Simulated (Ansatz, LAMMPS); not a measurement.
# Electronic structure of aqueous Rb+ and HSO4-, 2.0 mol of salt per kg of water at 360 K (182 atoms), part 2 of 2

What does DFT give for aqueous Rb+ and HSO4-, 2.0 mol of salt per kg of water at 360 K (182 atoms) as built?

Ansatz 0.2.0; Kohn-Sham DFT, PBEsol, PAW (set soft_2), plane waves.

The cell: 64 O, 2 S, 114 H and 2 Rb. The network of contacts between molecules at the start is that of the classical potential that made the cell. The concentration wasn't checked against solubility and may exceed it. The functional has no dispersion term. The density was typed from a rule of thumb and may lie off the real one at this temperature.

So far. Step 3 (Plane-wave single point): Electrostatic potential energy in the bc plane at fractional x = 0.199, with atoms of H and O and Rb within 0.2 Å of it. With pseudopotentials it is smooth inside the atoms' cores, unlike the true potential.

## 3. Plane-wave single point (continued)

Valence density in the bc plane at fractional x = 0.199, with atoms of H and O and Rb within 0.2 Å of it. It is the smooth field of the valence electrons, not physical close to the nuclei.

Ten steps, logarithmic in the rise over the least value, from '0' (0.0 e/Å³) to '9' (5.9 e/Å³), each cell a mean:
```
00136787421147997422467776410000000
00147998521137997422477777420000000
00135786410124554211357765310000000
00012333100012221100123432100000000
00012211000012332100001112110000000
00123321000012444310001245532000000
00123321000012455321002478863100000
10111211000001233211012478865322222
21001111000000112222211245554456665
21012453100000012344311111223589975
10124675310000001333310000002489974
10135786310000001222110000001245542
00125675310000012221100000000011110
00012443200000135653100000000000000
00002454200001257875210000000000000
00013566410000246764200001333200000
11124677521000123432100023676421011
53224566421000001111222235898632345
75322333210000000134556434788534677
65310111000000001258987422344324567
32100000000000001268986310111001234
11000000000000000135654210000000011
00001110000012222112222221000000000
00123333100124665311245654200000000
```
Columns run along b (12.3 Å), rows up along c (12.3 Å). Atoms in or near the plane, at fractional coordinates: H at (0.18, 0.37), O at (0.42, 0.95), O at (0.17, 0.93), H at (0.92, 0.20), H at (0.64, 0.21), H at (0.17, 0.57), O at (0.90, 0.58), Rb at (0.66, 0.94).

Mean Löwdin charges: H +0.39, O -0.70, Rb +0.85, S +2.48 e (they miss 1.2 % of the electrons, so they add up to more than the cell's charge). The largest share in the top eV of filled states is O p (99 % of the projected weight), and in the lowest eV of empty states H s (59 % of the projected weight).

## 4. Structure statistics

These statistics describe the geometry on which the runs were made.

Density 1.24 g/cm³, 10.14 Å³ an atom.

g(r), total and by pair (bins of 0.2 Å):

```csv
r (Å),total,H-H,H-O,H-Rb,H-S,O-O,O-Rb
0.90,2.71,0.00,6.15,0.00,0.00,0.00,0.00
1.10,2.37,0.00,5.35,0.00,0.00,0.00,0.00
1.30,0.00,0.00,0.00,0.00,0.00,0.00,0.00
1.50,0.28,0.00,0.34,0.00,0.00,0.00,0.00
1.70,1.53,2.62,1.05,0.00,0.00,0.00,0.00
1.90,0.55,0.22,1.05,0.00,0.00,0.00,0.00
2.10,0.65,1.05,0.49,0.00,1.50,0.00,0.00
2.30,0.60,1.12,0.29,0.00,0.00,0.25,0.00
2.50,0.69,1.16,0.16,0.00,1.01,1.20,0.00
2.70,0.75,0.77,0.39,0.47,1.37,2.01,0.78
2.90,1.04,0.80,1.02,0.39,2.31,1.60,6.25
3.10,1.10,0.88,1.36,0.65,0.70,0.97,1.81
3.30,1.20,1.07,1.42,1.51,1.21,0.86,0.51
3.50,1.14,0.92,1.35,3.90,0.53,0.88,0.00
3.70,1.10,1.16,1.10,1.17,0.69,0.99,0.00
3.90,1.06,1.05,1.02,0.64,1.89,1.06,0.75
4.10,1.03,1.06,1.03,0.96,0.77,0.98,2.05
4.30,1.06,1.20,0.97,0.00,1.77,1.06,0.63
4.50,1.03,1.05,1.00,0.94,0.79,1.15,0.29
4.70,0.93,1.00,0.87,0.59,0.56,1.06,0.27
4.90,0.95,0.94,0.95,1.08,1.23,0.92,2.15
5.10,1.01,0.91,1.06,0.99,1.11,1.15,1.08
5.30,1.00,0.97,1.06,0.81,1.04,0.89,1.43
5.50,0.93,0.94,0.94,1.17,0.75,0.89,0.76
5.70,0.97,0.99,0.94,1.39,0.80,0.96,0.88
5.90,0.98,0.97,1.02,0.83,0.74,0.89,1.33
```

Bonds by pair of elements; cutoffs follow the first minimum of g(r), held within bounds set by covalent radii, and pairs that aren't listed don't count as bonded:

```csv
pair A-B,cutoff (Å),bonds,mean length (Å),spread (Å),shortest (Å),B about A,A about B
H-O,1.21,114,0.999,0.006,0.943,1,1.78
O-Rb,3.35,13,2.92,0.107,2.75,0.203,6.5
O-S,2.02,8,1.49,0.071,1.44,0.125,4
```

How many atoms have how many bonded neighbours:

```csv
element,mean,1,2,3,4,6,7
H,1,114,0,0,0,0,0
O,2.11,5,48,10,1,0,0
Rb,6.5,0,0,0,0,1,1
S,4,0,0,0,2,0,0
```

Bond angles (no mean is given where the spread exceeds 20°):

```csv
angle,count,mean (°),spread (°)
H-O-H,56,110,0
O-Rb-O,36,-,-
H-O-Rb,24,-,-
O-S-O,12,109,6.9
H-O-S,2,105,4
```

Hydrogen bonds between water molecules (O–O under 3.5 Å, H–O···O angle under 30°):

```csv
hydrogen bonds to other water,molecules
0,1
1,3
2,11
3,23
4,16
5,2
```

First shells of the ions:

```csv
ion,count,shell,mean number
Rb,2,water O within 3.8 A,6.5
```

Bond length by coordination (bonds to H left out):

```csv
element,coordination,atoms,mean bond length (Å)
O,1,5,1.46
O,2,3,1.85
O,3,10,2.92
O,4,1,2.99
Rb,6,1,2.94
Rb,7,1,2.90
```

With the cutoffs above, all H atoms have 1, 75 % of O atoms have 2, 50 % of Rb atoms have 6 and as many 7 and all S atoms have 4 bonded neighbours. The 56 water molecules hold 3 hydrogen bonds each to other water on average, with a mean O–O distance of 2.84 Å. Ion shells in this frame: Rb 6.5 (water O within 3.8 Å).

Local excerpt of 8 atoms (numbers count through the whole input) about S2, which bears the longest force; x, y, z are measured from there.

```csv
atom,x,y,z,distance (Å),bonds,Löwdin charge (e),Fx,Fy,Fz (eV/Å)
S2,0.00,0.00,0.00,0.00,4,2.48,2.78,-1.93,0.24
O4,0.71,0.39,1.20,1.45,1,-0.72,-0.14,1.09,0.78
O5,-1.21,-0.73,0.33,1.45,1,-0.71,-1.01,0.96,-0.87
O3,0.03,1.05,-1.01,1.46,1,-0.68,-0.38,-0.01,-0.28
O1,0.95,-1.16,-0.57,1.61,2,-0.67,-1.77,-0.33,1.99
H6,1.30,-0.90,-1.40,2.11,1,0.42,1.71,0.49,-2.63
H143,-1.15,2.03,-0.83,2.48,1,0.37,-0.63,0.52,0.11
H44,0.67,-0.66,2.41,2.58,1,0.38,-0.31,-0.53,0.09
```

The column of bonds counts only the pairs H-O within 1.21 Å, O-Rb within 3.35 Å, O-S within 2.02 Å; other neighbours, such as metal atoms beside each other in a compound, aren't counted, and periodic images can show an atom twice.

## 5. Summary of results

```
free energy per atom                             : -252.2290 eV/atom
pressure                                         : -1.299 GPa
r.m.s. force component                           : 0.5772 eV/Å
gap (highest filled to lowest empty level) : 3.816 eV
wall time of the 1 DFT run                       : 24 s
```

What this shows: Filled and empty levels are parted by 3.82 eV (at Γ alone); a semilocal functional tends to put such gaps too low. In a disordered cell it changes from sample to sample and from frame to frame. With the cutoffs above, all H atoms have 1, 75 % of O atoms have 2, 50 % of Rb atoms have 6 and as many 7 and all S atoms have 4 bonded neighbours. The 56 water molecules hold 3 hydrogen bonds each to other water on average, with a mean O–O distance of 2.84 Å.

What to keep in mind: The force components of 0.58 eV/Å r.m.s. hold both thermal displacement and the mismatch between the potential that made the cell and DFT, above all in bond lengths inside molecules. The pressure of a single frame lacks the kinetic term.

[Logs are printed without paths, hosts, clocks, repeated set-up lines and the standing remarks that a program may print on its own settings, such as how far it seeks lower states.]

[Hosts, paths, dates, database ids (printed as entryN), source tags and the programs' standing remarks are cut or masked in the printed files.]
